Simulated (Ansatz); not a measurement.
## Stack of 1T-TaO2 under 2H-TaOS, shifted by two thirds of the diagonal in a perpendicular field

Wanted: the out-of-plane response of the stack of 1T-TaO2 under 2H-TaOS, shifted by two thirds of the diagonal. A positive field points along +c.

Method: plane-wave DFT, PBE-D3(BJ), Ansatz PAW, in the first sound run; inputs show where later runs differ, in Ansatz 0.2.0.

This is a report of a sequence of runs, with most program output left out.

## 1. Set-up

The cell holds 6 atoms: 3 O, 2 Ta and 1 S. Its edges and angles: a = 3.183 Å, b = 3.183 Å, c = 47.971 Å, α = 90.0°, β = 90.0°, γ = 120.0°. Regions: layer 1: 1T-TaO2, 3 atoms (2 O and 1 Ta); layer 2: 2H-TaOS, 3 atoms (1 S, 1 Ta and 1 O). Vacuum lies along c.

## 2. Relaxing the slab

The starting cell is a guess, so the in-plane lattice and the atoms are relaxed first, with the slab cut off from its images along the normal.

Contents of input.yaml:

```yaml
crystal:
  lattice:
    - [3.183275, 0.0, 0.0]
    - [-1.5916375, 2.7567970172, 0.0]
    - [0.0, 0.0, 47.970746467]
  atoms:
    - { symbol: O, position: [0.6666666667, 0.3333333333, 0.411709249] }
    - { symbol: Ta, position: [0.0, 0.0, 0.437272429], spin: 1.0 }
    - { symbol: O, position: [0.3333333333, 0.6666666667, 0.4628356091] }
    - { symbol: S, position: [0.0, 0.0, 0.5243314209] }
    - { symbol: Ta, position: [0.6666666667, 0.3333333333, 0.5626837765], spin: 1.0 }
    - { symbol: O, position: [0.0, 0.0, 0.588290751] }
  periodic: [true, true, false]
magnetization:
  spin_polarized: true
kpoints:
  mp_grid: { grid: [12, 12, 1] }
hamiltonian:
  xc: pbe
  dispersion: d3bj
scf:
  occupations: { method: fermi_dirac, width: 0.05 }
  convergence: { dr2_threshold: 1.0e-09 }
relax:
  f_tol: 0.004
  max_steps: 90
  cell: {}
output:
  write_potential: true
  write_density: true
  volumetric_format: npy
```

Command:

```sh
> ansatz run input.yaml --threads 4 --pin off --max-ram 6144MiB --backend cpu --events-out ev --progress --plain --runs-dir out
```

Elapsed: 2 min, on 4 threads of Intel Xeon Platinum 8488C (Sapphire Rapids), shared host; peak memory 1.1 GiB; 7.6 min of CPU time.

The steps of the relaxation:

| step | energy less that of the first step (eV) | largest force component (eV/Å) | volume (Å³) |
| --- | --- | --- | --- |
| 1 | 0.0000 | 2.9603 | 420.97 |
| 2 | -1.1965 | 0.9686 | 410.70 |
| 3 | -1.3043 | 0.3088 | 393.36 |
| 4 | -1.3127 | 0.2398 | 398.69 |
| 5 | -1.3221 | 0.0145 | 399.12 |
| 6 | -1.3221 | 0.0092 | 399.17 |
| 7 | -1.3221 | 0.0004 | 399.18 |
| 8* | -1.3129 | 0.0009 | 399.18 |
| 9 | -1.3133 | 0.0013 | 398.61 |
| 10* | -1.3130 | 0.0013 | 398.61 |

Relaxation steps marked * repeat the geometry before them on a plane-wave basis chosen anew for their cell, so energy and pressure can jump there.

The run keeps the 6 symmetry operations that it works with, so distortions that break them were not tested.

| cell as run | before | after | change |
| --- | --- | --- | --- |
| a (Å) | 3.183 | 3.098 | -2.7 % |
| b (Å) | 3.183 | 3.098 | -2.7 % |

The atoms that moved most (Å, along periodic axes as changes of fractional coordinates times the final cell, across vacuum about the mean position):

| atom | dx | dy | dz | length |
| --- | --- | --- | --- | --- |
| O6 | 0.000 | 0.000 | -0.383 | 0.383 |
| O1 | 0.000 | 0.000 | 0.380 | 0.380 |
| Ta5 | 0.000 | 0.000 | -0.242 | 0.242 |
| Ta2 | 0.000 | 0.000 | 0.240 | 0.240 |
| O3 | 0.000 | 0.000 | 0.077 | 0.077 |
| S4 | 0.000 | 0.000 | -0.072 | 0.072 |

The relaxed structure:

```cif
data_structure
_symmetry_space_group_name_H-M 'P 1'
_symmetry_Int_Tables_number 1
_cell_length_a 3.0976
_cell_length_b 3.0976
_cell_length_c 47.9707
_cell_angle_alpha 90.000
_cell_angle_beta 90.000
_cell_angle_gamma 120.000
_cell_volume 398.61
loop_
_atom_site_label
_atom_site_type_symbol
_atom_site_fract_x
_atom_site_fract_y
_atom_site_fract_z
_atom_site_occupancy
O1 O 0.66667 0.33333 0.41964 1
Ta2 Ta 0.00000 0.00000 0.44228 1
O3 O 0.33333 0.66667 0.46443 1
S4 S 0.00000 0.00000 0.52284 1
Ta5 Ta 0.66667 0.33333 0.55763 1
O6 O 0.00000 0.00000 0.58031 1
```

This step gave:

* energy at zero smearing: -22474.4824 eV
* total moment: 0.8998 μB
* site moments: 0.01898, 0.1375, 0.01862, 0.01946, 0.1661, 0.06210 μB

Site moment by atom:

| atom | site moment (μB) |
| --- | --- |
| O1 | 0.019 |
| Ta2 | 0.138 |
| O3 | 0.019 |
| S4 | 0.019 |
| Ta5 | 0.166 |
| O6 | 0.062 |

The lattice constant a goes from 3.183 to 3.098 Å.

## 3. Atoms held, field 0

A sawtooth potential applies the field, turning back in the middle of the vacuum. With the dipole correction the typed value is the field outside the slab. The induced dipole is small, so the SCF threshold is tight.

The cell differs from the one that the last finished run ended in (c 47.971 → 25.708 Å).

Contents of input.yaml:

```yaml
crystal:
  lattice:
    - [3.0975604632, 0.0, 0.0]
    - [-1.5487802316, 2.6825660509, 0.0]
    - [0.0, 0.0, 25.7077076478]
  atoms:
    - { symbol: O, position: [0.6666666667, 0.3333333333, 0.3500895577], spin: 0.02 }
    - { symbol: Ta, position: [0.0, 0.0, 0.3923381731], spin: 0.14 }
    - { symbol: O, position: [0.3333333333, 0.6666666667, 0.4336799606], spin: 0.02 }
    - { symbol: S, position: [0.0, 0.0, 0.5426616407], spin: 0.02 }
    - { symbol: Ta, position: [0.6666666667, 0.3333333333, 0.6075920743], spin: 0.17 }
    - { symbol: O, position: [0.0, 0.0, 0.6499104423], spin: 0.06 }
magnetization:
  spin_polarized: true
kpoints:
  mp_grid: { grid: [18, 18, 1] }
  band_path:
    path: [[0, 0, 0], [0.5, 0, 0], [0.33333333, 0.33333333, 0], [0, 0, 0]]
    npoints: 16
hamiltonian:
  xc: pbe
  dispersion: d3bj
scf:
  occupations: { method: fermi_dirac, width: 0.05 }
  convergence: { dr2_threshold: 1.0e-10 }
efield:
  axis: 3
  dipole_correction: true
  ramp_position: 0.97
  ramp_width: 0.06
  amplitude: 0
output:
  dos: { projected: true, e_range: [-6, 5] }
  bader: true
  write_potential: true
  write_density: true
  volumetric_format: npy
  elf: true
```

Elapsed: 40 s, on 4 threads; peak memory 0.95 GiB.

Numbers from this step:

```
energy at zero smearing        : -22474.4843 eV
total moment                   : 0.9021 μB
site moments                   : 0.01719, 0.1285, 0.01695, 0.01992, 0.1739, 0.06592 μB
work function, upper face      : 5.926 eV
work function, lower face      : 4.824 eV
dipole along the normal        : -0.05064 e·Å
step between the vacuum levels : 1.103 eV
```

Running mean over a fixed 2.7 Å (it still follows the layers) of the planar mean; the ramp of the sawtooth is left out. The electron's electrostatic potential energy less the Fermi level by z:

| z (Å) | electron's electrostatic potential energy less the Fermi level (eV) |
| --- | --- |
| 3 | 4.82 |
| 4 | 4.82 |
| 5 | 4.82 |
| 6 | 4.82 |
| 7 | 4.58 |
| 8 | 0.518 |
| 9 | -7.92 |
| 10 | -13.5 |
| 11 | -9.27 |
| 12 | -1.30 |
| 13 | -0.758 |
| 14 | -5.48 |
| 15 | -11.6 |
| 16 | -10.5 |
| 17 | -3.93 |
| 18 | 3.35 |
| 19 | 5.84 |
| 20 | 5.92 |
| 21 | 5.93 |
| 22 | 5.93 |

The density of states has structure finer than the step of the table below, so its rows give means over 0.2 eV, whole bins alone (the curve runs from -6 to 1.99 eV). Peaks (eV: height): total -5.53: 8.23, -5.45: 7.90, -4.87: 14.7, -4.76: 13.2, -4.15: 7.07, -2.25: 8.69, 0.15: 6.67; up -5.83: 4.16, -5.53: 6.13, -4.87: 12.3, -4.73: 3.76, -4.18: 4.06, -2.25: 5.91, -0.43: 4.39; down -5.64: 4.10, -5.45: 5.59, -4.76: 11.8, -4.62: 4.67, -4.13: 4.25, -2.20: 6.78, 0.15: 5.51.

Density of states against energy, zero at the Fermi level; means over each step; values in states/eV a cell:

| energy (eV) | total | up | down |
| --- | --- | --- | --- |
| -5.8 | 5.86 | 3.11 | 2.76 |
| -5.6 | 6.69 | 3.75 | 2.94 |
| -5.4 | 5.90 | 2.42 | 3.48 |
| -5.2 | 4.46 | 2.24 | 2.22 |
| -5.0 | 6.34 | 3.56 | 2.78 |
| -4.8 | 8.10 | 3.72 | 4.38 |
| -4.6 | 4.89 | 2.48 | 2.41 |
| -4.4 | 4.38 | 2.24 | 2.13 |
| -4.2 | 5.66 | 2.77 | 2.89 |
| -4.0 | 1.90 | 0.731 | 1.17 |
| -3.8 | 0.935 | 0.533 | 0.401 |
| -3.6 | 0.986 | 0.571 | 0.415 |
| -3.4 | 0.870 | 0.418 | 0.451 |
| -3.2 | 0.807 | 0.408 | 0.398 |
| -3.0 | 0.885 | 0.459 | 0.426 |
| -2.8 | 1.14 | 0.614 | 0.528 |
| -2.6 | 1.83 | 0.846 | 0.984 |
| -2.4 | 2.71 | 1.73 | 0.982 |
| -2.2 | 5.81 | 2.73 | 3.08 |
| -2.0 | 2.05 | 0.979 | 1.07 |
| -1.8 | 2.69 | 1.56 | 1.13 |
| -1.6 | 1.98 | 0.725 | 1.25 |
| -1.4 | 0.878 | 0.371 | 0.507 |
| -1.2 | 0.280 | 0.0194 | 0.261 |
| -1.0 | 0 | 0 | 0 |
| -0.8 | 0 | 0 | 0 |
| -0.6 | 1.06 | 1.06 | 0 |
| -0.4 | 3.24 | 3.00 | 0.247 |
| -0.2 | 3.57 | 2.58 | 0.981 |
| 0.0 | 4.19 | 1.34 | 2.85 |
| 0.2 | 4.31 | 1.24 | 3.07 |
| 0.4 | 2.42 | 0.918 | 1.50 |
| 0.6 | 2.07 | 0.805 | 1.26 |
| 0.8 | 1.27 | 0.797 | 0.478 |
| 1.0 | 1.77 | 0.852 | 0.916 |
| 1.2 | 1.79 | 0.901 | 0.888 |
| 1.4 | 1.84 | 0.750 | 1.09 |
| 1.6 | 2.58 | 1.85 | 0.727 |
| 1.8 | 3.63 | 1.77 | 1.86 |

Projected DOS per atom over height of the atomic layer and energy from the Fermi level. Layers: O Ta O S Ta O from below.

Values in states/eV, 22 rows by 6 columns, each cell a mean:
```
0.33 2.99 0.32 0.01 0.01 0.00
0.20 1.49 0.19 0.01 0.05 0.03
0.16 1.15 0.17 0.03 0.16 0.07
0.11 1.08 0.11 0.04 0.22 0.09
0.18 1.48 0.17 0.09 0.68 0.14
0.27 1.89 0.27 0.14 1.34 0.31
0.17 0.91 0.17 0.18 1.24 0.30
0.01 0.07 0.01 0.01 0.17 0.06
0.00 0.00 0.00 0.06 0.06 0.01
0.00 0.00 0.00 0.64 0.44 0.04
0.00 0.00 0.01 1.59 0.60 0.20
0.01 0.02 0.05 2.75 0.53 1.02
0.01 0.01 0.03 1.03 0.26 0.43
0.01 0.00 0.01 0.58 0.19 0.19
0.01 0.00 0.01 0.49 0.16 0.15
0.02 0.00 0.02 0.51 0.14 0.23
0.52 0.02 0.50 0.62 0.15 0.73
1.52 0.06 1.42 0.51 0.19 0.89
1.24 0.13 1.18 0.57 0.98 2.93
1.11 0.25 1.04 0.53 0.75 1.65
1.64 0.50 1.31 0.72 0.76 1.24
1.45 0.62 1.43 0.55 0.72 1.05
```
Columns: height of the atomic layer (Å) from 9 to 16.7 (not evenly spaced); rows upwards: energy from the Fermi level (eV) from -5.96 to 1.96.

Projected DOS per atom, spin up over height of the atomic layer and energy from the Fermi level. Layers: O Ta O S Ta O from below.

Values in states/eV, 22 rows by 6 columns, each cell a mean:
```
0.15 1.64 0.15 0.00 0.00 0.00
0.11 0.85 0.11 0.00 0.00 0.00
0.09 0.62 0.09 0.01 0.04 0.02
0.06 0.53 0.07 0.02 0.11 0.05
0.07 0.65 0.06 0.02 0.10 0.04
0.13 0.98 0.13 0.03 0.21 0.06
0.12 0.64 0.12 0.18 1.24 0.29
0.01 0.07 0.01 0.01 0.17 0.06
0.00 0.00 0.00 0.01 0.01 0.00
0.00 0.00 0.00 0.23 0.19 0.02
0.00 0.00 0.00 0.81 0.34 0.09
0.01 0.01 0.02 1.35 0.27 0.47
0.01 0.00 0.01 0.56 0.15 0.24
0.00 0.00 0.01 0.30 0.10 0.10
0.00 0.00 0.00 0.24 0.09 0.07
0.01 0.00 0.01 0.27 0.08 0.11
0.22 0.01 0.21 0.27 0.07 0.29
0.76 0.03 0.71 0.30 0.10 0.47
0.63 0.06 0.59 0.25 0.40 1.22
0.56 0.12 0.53 0.25 0.43 0.99
0.76 0.24 0.62 0.36 0.40 0.66
0.78 0.32 0.74 0.28 0.32 0.42
```
Columns: height of the atomic layer (Å) from 9 to 16.7 (not evenly spaced); rows upwards: energy from the Fermi level (eV) from -5.96 to 1.96.

Projected DOS per atom, spin down over height of the atomic layer and energy from the Fermi level. Layers: O Ta O S Ta O from below.

Ten even steps from '_' (0.00 states/eV) to '@' (1.70 states/eV), each cell a mean:
```
..##________
__--________
__--________
__--________
__==____--__
__++____**..
__..________
____________
____________
______::..__
______==..__
______%%..--
______::__..
______..____
______..____
______..____
..__..::__::
==__==..__::
--__--..--@@
--__--....--
++..==::::--
--..==..::--
```
Columns: height of the atomic layer (Å) from 9 to 16.7 (not evenly spaced); rows upwards: energy from the Fermi level (eV) from -5.96 to 1.96.

Deep bands are left out, so band numbers here count from the lowest band kept and differ from the log's. Electronic bands along the path, in eV, zero at the Fermi level; # counts the bands kept:

| point | up #11 | up #13 | up #14 | up #15 | down #11 | down #13 | down #14 | down #15 |
| --- | --- | --- | --- | --- | --- | --- | --- | --- |
| Γ | -1.28 | -0.14 | -0.14 | 1.04 | -1.13 | 0.15 | 0.15 | 1.45 |
| halfway | -2.24 | -0.30 | -0.18 | 1.10 | -2.18 | -0.05 | 0.27 | 1.37 |
| M | -2.24 | -0.61 | -0.54 | 1.80 | -2.18 | -0.39 | -0.06 | 2.00 |
| halfway | -2.95 | -0.25 | -0.05 | 1.48 | -2.83 | 0.15 | 0.26 | 1.68 |
| K | -3.71 | -0.16 | 0.47 | 1.25 | -3.62 | 0.40 | 0.66 | 1.48 |
| halfway | -2.61 | -0.29 | 0.29 | 0.55 | -2.51 | 0.17 | 0.52 | 0.79 |
| Γ | -1.28 | -0.14 | -0.14 | 1.04 | -1.13 | 0.15 | 0.15 | 1.45 |

Spin density in the ca plane at fractional y = 1.000, with atoms of Ta and S and O within 0.2 Å of it.

Ten even steps from '0' (-0.55 × 1e-2 e/Å³) to '9' (8.81 × 1e-2 e/Å³), each cell a mean:
```
00000000000013433421000000000000377200000000
00000000000013444421000001101121112100000000
00000000000001222110000000001365211000000000
00000000000000111100000000001388310000000000
00000000000001111100000000001376210000000000
00000000000012333310000001101243111000000000
00000000000013544521000001100111144100000000
00000000000113322321000000000000499310000000
```
Columns run along c (16.0 Å, from fractional 0.18 to 0.80 of the cell), rows up along a (3.1 Å). Atoms in or near the plane, at fractional coordinates: Ta at (0.39, 0.00), S at (0.54, 0.00), O at (0.65, 0.00).

Valence density in the ca plane at fractional y = 1.000, with atoms of Ta and S and O within 0.2 Å of it. It is the smooth field of the valence electrons, not physical close to the nuclei.

Values in e/Å³, 5 rows by 16 columns, each cell a mean:
```
0.0 0.0 0.0 0.0 0.3 3.3 1.6 0.1 0.4 0.9 0.7 0.9 3.0 0.2 0.0 0.0
0.0 0.0 0.0 0.0 0.3 0.6 0.4 0.1 0.1 0.5 0.4 0.5 0.3 0.0 0.0 0.0
0.0 0.0 0.0 0.0 0.4 0.3 0.4 0.2 0.1 0.2 0.4 0.6 0.1 0.0 0.0 0.0
0.0 0.0 0.0 0.0 0.2 1.3 0.6 0.1 0.2 0.7 0.5 0.5 0.7 0.1 0.0 0.0
0.0 0.0 0.0 0.0 0.3 3.6 2.0 0.1 0.5 0.8 0.7 1.2 4.3 0.2 0.0 0.0
```
Columns run along c (16.0 Å, from fractional 0.18 to 0.80 of the cell), rows up along a (3.1 Å). Atoms in or near the plane, at fractional coordinates: Ta at (0.39, 0.00), S at (0.54, 0.00), O at (0.65, 0.00).

ELF in the ca plane at fractional y = 1.000, with atoms of Ta and S and O within 0.2 Å of it. It is the smooth field of the valence electrons, not physical close to the nuclei.

Ten even steps from '0' (0.00) to '9' (0.92), each cell a mean:
```
00000000000014745720005996257414867974100000
00000000000112576311002899887412688752000000
00000000002453111244200367764222134310000000
00000000013566312466410011221144100000000000
00000000013565211366300124442133111100000000
00000000001232243223101688886211367631000000
00000000000113777611004998688413788863100000
00000000000015613730016994047415746984100000
```
Columns run along c (16.0 Å, from fractional 0.18 to 0.80 of the cell), rows up along a (3.1 Å). Atoms in or near the plane, at fractional coordinates: Ta at (0.39, 0.00), S at (0.54, 0.00), O at (0.65, 0.00).

The work function of the upper face is 5.93 eV.

## 4. Single point, field 0.03 V/Å

input.yaml: that of step 3 with these lines changed.

```diff
@@ -30,6 +30,4 @@
   ramp_width: 0.06
-  amplitude: 0
+  amplitude: 0.03
 output:
-  dos: { projected: true, e_range: [-6, 5] }
-  bader: true
   write_potential: true
@@ -37,2 +35 @@
   volumetric_format: npy
-  elf: true
```

The job ended after 25 s (4 threads; peak memory 0.95 GiB).

The dipole is -0.0385 e·Å, 0.0121 e·Å from its value without field.

## 5. Atoms held, field -0.03 V/Å

input.yaml: that of step 4 with these lines changed.

```diff
@@ -30,3 +30,3 @@
   ramp_width: 0.06
-  amplitude: 0.03
+  amplitude: -0.03
 output:
```

The job ended after 25 s (4 threads; peak memory 0.96 GiB).

The dipole is -0.0627 e·Å, -0.0121 e·Å from its value without field.

## 6. Atoms held, field 0.15 V/Å

input.yaml: that of step 5 with these lines changed.

```diff
@@ -28,5 +28,5 @@
   dipole_correction: true
-  ramp_position: 0.97
-  ramp_width: 0.06
-  amplitude: -0.03
+  ramp_position: 0.9362
+  ramp_width: 0.1276
+  amplitude: 0.15
 output:
```

The job ended after 25 s (4 threads; peak memory 0.92 GiB; 96 s of CPU time).

The dipole is 0.00991 e·Å, 0.0606 e·Å from its value without field.

## 7. Atoms held, field 0.25 V/Å

input.yaml: that of step 6 with these lines changed.

```diff
@@ -30,3 +30,3 @@
   ramp_width: 0.1276
-  amplitude: 0.15
+  amplitude: 0.25
 output:
```

Elapsed: 25 s, on 4 threads; peak memory 0.95 GiB; 96 s of CPU time.

The dipole is 0.0503 e·Å, 0.101 e·Å from its value without field.

## 8. Atoms held, field -0.25 V/Å

input.yaml: that of step 7 with these lines changed.

```diff
@@ -30,4 +30,6 @@
   ramp_width: 0.1276
-  amplitude: 0.25
+  amplitude: -0.25
 output:
+  dos: { projected: true, e_range: [-6, 5] }
+  bader: true
   write_potential: true
@@ -35 +37,2 @@
   volumetric_format: npy
+  elf: true
```

Run time: 37 s. Hardware: 4 threads; peak memory 0.94 GiB.

The dipole is -0.152 e·Å, -0.101 e·Å from its value without field.

## 9. Response, atoms held

This step: plane-wave DFT, PBE-D3(BJ), Ansatz PAW; response to a field along the normal, atoms held (Ansatz 0.2.0).

The dipoles give the slope, and the difference of two potentials shows where the field is screened.

Numbers from this step:

| Property | Result |
| --- | --- |
| equivalent conductor thickness p/(ε₀AE) | 8.788 Å |
| distance between the outer atoms | 7.708 Å |

The dipole of the cell by applied field:

| applied field (V/Å) | dipole of the cell (e·Å) |
| --- | --- |
| -0.250 | -0.152 |
| -0.030 | -0.0627 |
| 0.000 | -0.0506 |
| 0.030 | -0.0385 |
| 0.150 | 0.00991 |
| 0.250 | 0.0503 |

Table of total moment by applied field:

| applied field (V/Å) | total moment (μB) |
| --- | --- |
| -0.250 | 0.893 |
| -0.030 | 0.901 |
| 0.000 | 0.902 |
| 0.030 | 0.903 |
| 0.150 | 0.908 |
| 0.250 | 0.911 |

Local field over the applied field, running mean. From the potentials at -0.03 and 0.03 V/Å; running mean over 2.5 Å. Table of local field over applied field by z:

| z (Å) | local field over applied field |
| --- | --- |
| 5 | 0.999 |
| 6 | 0.993 |
| 7 | 0.928 |
| 8 | 0.671 |
| 9 | 0.319 |
| 10 | 0.0826 |
| 11 | 0.00890 |
| 12 | -0.0207 |
| 13 | -0.0254 |
| 14 | -0.0233 |
| 15 | 0.0137 |
| 16 | 0.126 |
| 17 | 0.423 |
| 18 | 0.759 |
| 19 | 0.961 |
| 20 | 0.997 |
| 21 | 1.000 |

Electrons, planar mean, per unit field. Table of induced electron density by z:

z (Å), induced electron density (e/Å³ per V/Å) and a bar from the least value:
```
        5    0.00000 ###############
        6    0.00003 ###############
        7    0.00032 #################
        8    0.00261 ##############################
        9    0.00174 #########################
       10    0.00007 ###############
       11    0.00039 #################
       12    0.00003 ###############
       13   -0.00002 ###############
       14   -0.00003 ###############
       15   -0.00033 #############
       16    0.00016 ################
       17   -0.00252 
       18   -0.00158 ######
       19   -0.00016 ##############
       20   -0.00001 ###############
       21    0.00000 ###############
```

By hand: between -0.03 and 0.03 V/Å the dipole changes by 0.02421 e·Å, a slope of 0.4036 e·Å²/V. A perfect conductor of thickness t has p = ε₀AEt, so t = 180.95 × 0.4036 / 8.309 = 8.79 Å (e/ε₀ = 180.95 V·Å, A in Å²).

The induced dipole is that of a conductor 8.79 Å thick.

## 10. Relaxing in the field, field 0.1 V/Å

This step: plane-wave DFT, PBE-D3(BJ), Ansatz PAW (Ansatz 0.2.0).

Now the atoms may follow the field. A weak field makes forces of meV/Å to tens of meV/Å, so the force tolerance is set well below the usual one.

input.yaml: that of step 8 with these lines changed.

```diff
@@ -15,6 +15,3 @@
 kpoints:
-  mp_grid: { grid: [18, 18, 1] }
-  band_path:
-    path: [[0, 0, 0], [0.5, 0, 0], [0.33333333, 0.33333333, 0], [0, 0, 0]]
-    npoints: 16
+  mp_grid: { grid: [12, 12, 1] }
 hamiltonian:
@@ -30,6 +27,7 @@
   ramp_width: 0.1276
-  amplitude: -0.25
+  amplitude: 0.1
+relax:
+  f_tol: 0.001
+  max_steps: 60
 output:
-  dos: { projected: true, e_range: [-6, 5] }
-  bader: true
   write_potential: true
@@ -37,2 +35 @@
   volumetric_format: npy
-  elf: true
```

The job ended after 39 s (4 threads; peak memory 0.71 GiB).

Hardly anything moved in the relaxation; the energy changed by under 0.2 meV an atom.

Numbers from this step:

| Quantity | Value |
| --- | --- |
| energy at zero smearing | -22474.4809 eV |
| total moment | 0.9019 μB |
| site moments | 0.01882, 0.1362, 0.01847, 0.01951, 0.1674, 0.06312 μB |
| dipole along the normal | -0.008864 e·Å |

The relaxation took 5 steps and lowered the energy by 6.7e-5 eV; the largest force on the free atoms ends at 7.5e-4 eV/Å.

The dipole is -0.00886 e·Å, 0.0418 e·Å from its value without field.

[end of part 1 of 2]

[Logs are printed without paths, hosts, clocks, repeated set-up lines and the standing remarks that a program may print on its own settings, such as how far it seeks lower states.]

[Hosts, paths, dates, database ids (printed as entryN), source tags and the programs' standing remarks are cut or masked in the printed files.]

[Maps of the electrostatic potential energy from Ansatz leave out the sawtooth potential of an applied field or a dipole correction, so their vacuum need not be flat; planar profiles and work functions include it.]
